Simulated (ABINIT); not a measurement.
An input for ABINIT 10.8.3 (LiHS (Ama2)):

```
acell 3*1.0 Angstrom
rprim 
  6.156870000000 0.000000000000 0.000000000000
  0.000000000000 2.809205000000 2.757390000000
  0.000000000000 -2.809205000000 2.757390000000
ntypat 3
znucl 3 1 16
natom 6
typat 1 1 2 2 3 3
xred 
  0.500000000000 0.501660000000 0.501660000000
  0.000000000000 0.501660000000 0.501660000000
  0.250000000000 0.133090000000 0.983490000000
  0.750000000000 0.983490000000 0.133090000000
  0.750000000000 0.998760000000 0.475340000000
  0.250000000000 0.475340000000 0.998760000000
pp_dirpath "pseudos"
pseudos "Li.upf, H.upf, S.upf"
ecut 33
ngkpt 2 2 2
nshiftk 1
shiftk 0 0 0
kptopt 1
chksymbreak 0
istwfk *1
occopt 1
irdwfk 1
optdriver 4
nband 73
gwcalctyp 10
ecutsigx 33
symsigma 1
nkptgw 6
kptgw 
  0.0000000000 0.0000000000 0.0000000000
  0.5000000000 0.0000000000 0.0000000000
  0.0000000000 0.5000000000 0.0000000000
  0.5000000000 0.5000000000 0.0000000000
  0.0000000000 0.5000000000 0.5000000000
  0.5000000000 0.5000000000 0.5000000000
bdgw 
  1 14
  1 14
  1 14
  1 14
  1 14
  1 14
ecuteps 3.9
irdscr 1
ppmodel 1
irdqps 1
indata_prefix "in"
outdata_prefix "out"
tmpdata_prefix "tmp"
```

```sh
OMP_NUM_THREADS=1 mpirun -n 8 abinit run.abi > log
```

Q: How long will it take on 8 MPI ranks of Arm Neoverse V1, shared host, and how much memory?

It took 21 s; on shared hardware allow 10 s to 42 s. Peak host memory was 2.1 GiB.

[Paths, hosts, dates, memory and timing lines, banners, echoed tables and standing remarks are left out of the program output.]

[Logs are printed without paths, hosts, clocks, repeated set-up lines and the standing remarks that a program may print on its own settings, such as how far it seeks lower states.]

[Runs of the session that timed out or met a known fault of the program may be left out.]

[Hosts, paths, dates, database ids (printed as entryN), source tags and the programs' standing remarks are cut or masked in the printed files.]

[G0W0 gaps are taken among the corrected bands and points alone; a level outside them can change the order at an edge.]

[Where Ansatz stands beside ABINIT at settings called matched, ABINIT's density can come from a denser mesh and the files from another edition; pairs whose starting gaps differed by over 0.03 eV were left out, so agreement reads better than it is.]
